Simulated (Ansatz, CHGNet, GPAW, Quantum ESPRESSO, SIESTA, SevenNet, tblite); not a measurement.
# Which run comes nearest? Amorphous Si0.9Ge0.1 (71 atoms)

Density of this cell: 2.54 g/cm³. The cell holds 71 atoms: 64 Si and 7 Ge. Cell: a = 11.462 Å, b = 11.462 Å, c = 11.462 Å, α = 90.0°, β = 90.0°, γ = 90.0°. 71 atoms (64 Si, 7 Ge) placed at random at 2.54 g/cm³, melted at 3500 K for 10 ps at fixed volume with the Tersoff potential (Tersoff, Phys. Rev. B 39, 5566 (1989)). Quenched from 3500 K to 300 K at 100 K/ps and fixed volume, held 5 ps. Then every atom was moved at random, 0.02 Å r.m.s. a Cartesian component.

Geometry: as built.

The reference, a calculation:

```
method                 : Kohn-Sham DFT, PBE, SSSP efficiency 1.3.0 pseudopotentials, plane waves (Quantum ESPRESSO 7.5); sssp-pbe-1.3.0-efficiency, cutoffs 45/360 Ry, Γ point
r.m.s. force component : 0.501 eV/Å
longest force          : 2.101 eV/Å
pressure               : -1.47 GPa
time                   : 2.1 min on 4 MPI ranks of Arm Neoverse V2, shared host
CPU time               : 8.4 min
```

**Question.** The same geometry is run in other programs. How far does each lie from the reference, and what does it cost?
- SevenNet l3i5 potential (SevenNet l3i5; 1 thread)
- SIESTA PBE, DZP, shift 0.02 Ry, mesh 300 Ry (SIESTA 5.4.2; 1 thread)
- CHGNet r2SCAN potential (CHGNet r2SCAN; 1 thread)
- GPAW PBE, LCAO szp(dzp), h 0.2 Å (GPAW 26.7.0; 1 thread)
- CHGNet 0.3.0 potential (CHGNet 0.3.0; 1 thread)
- SIESTA PBE, DZ, shift 0.01 Ry, mesh 300 Ry (SIESTA 5.4.2; 1 thread)
- GPAW PBE, LCAO dzp, h 0.2 Å (GPAW 26.7.0; 1 thread)
- SIESTA PBE, DZP, shift 0.01 Ry, mesh 300 Ry (SIESTA 5.4.2; 1 thread)
- GPAW PBE, LCAO dzp, h 0.2 Å, other mixer settings (GPAW 26.7.0; 1 thread)

Differences are against the plane-wave reference, forces as r.m.s. over components; share is that over the reference's r.m.s. force, slope the least-squares factor from reference forces to these. Total energies of different programs have different zeros and aren't compared.

```csv
run,"Δ force, r.m.s. (meV/Å)",share (%),slope,Δ pressure (GPa),cores,CPU time,memory (GiB)
reference,-,-,-,-,4,8.4 min,4.2
SevenNet l3i5 potential,211,42.1,0.721,-0.711,1,8.5 s,1.0
"SIESTA PBE, DZP, shift 0.02 Ry, mesh 300 Ry",78.7,15.7,1.041,-0.391,1,3.5 min,1.1
CHGNet r2SCAN potential,314,62.8,0.501,-1.97,1,3.5 s,0.68
"GPAW PBE, LCAO szp(dzp), h 0.2 Å (coarse)",117,23.4,1.116,-,1,3 min,1.4
CHGNet 0.3.0 potential,302,60.2,0.464,-0.224,1,3.1 s,0.69
"SIESTA PBE, DZ, shift 0.01 Ry, mesh 300 Ry (coarse)",205,40.8,1.160,5.99,1,1.8 min,0.78
"GPAW PBE, LCAO dzp, h 0.2 Å",40.1,8.00,1.048,-,1,3.8 min,1.5
"SIESTA PBE, DZP, shift 0.01 Ry, mesh 300 Ry",54.6,10.9,1.046,0.580,1,5 min,1.3
"GPAW PBE, LCAO dzp, h 0.2 Å, other mixer settings",39.8,7.95,1.047,-,1,4.7 min,1.4
```

Rows marked coarse were listed beforehand as settings not expected to be converged; some can still land near the reference.

Times of the machine-learned potentials are mostly Python's start and the loading of weights.

CPU time is summed over cores on a shared host, where runs went side by side, so it is rough. Symmetry, cutoffs, thresholds, outputs and thread counts weren't matched or tuned between programs; memory under MPI is the largest rank's times the ranks.

The PBE runs in local orbitals, coarse settings apart, differ by 8.0 % (GPAW PBE, LCAO dzp, h 0.2 Å, other mixer settings) to 16 % (SIESTA PBE, DZP, shift 0.02 Ry, mesh 300 Ry); basis, grid and potentials can all enter. Machine-learned potentials differ by 42 % (SevenNet l3i5 potential) to 63 % (CHGNet r2SCAN potential); they were trained on other programs' data, some at another functional. Among those trained on PBE data the slope goes as low as 0.46, with a correlation of 0.86, so directions differ as well as sizes. Runs with settings chosen to be coarse differ by 23 % (GPAW PBE, LCAO szp(dzp), h 0.2 Å) to 41 % (SIESTA PBE, DZ, shift 0.01 Ry, mesh 300 Ry), their programs' other errors included. Of the electronic-structure runs that take under half the reference's CPU time, GPAW PBE, LCAO dzp, h 0.2 Å comes nearest, at 8.0 % in 3.8 min against 8.4 min. Machine-learned potentials mimic data converged in k, so the reference's own k-point error enters their differences. The network of bonds at the start is that of the classical potential that made the cell, and needn't be the one that DFT or experiment would give. The electronic-structure runs sample only Γ, in a cell whose shortest periodic width is 11 Å, which is coarse for a cell with partly filled levels.

[Logs are printed without paths, hosts, clocks, repeated set-up lines and the standing remarks that a program may print on its own settings, such as how far it seeks lower states.]

[Hosts, paths, dates, database ids (printed as entryN), source tags and the programs' standing remarks are cut or masked in the printed files.]
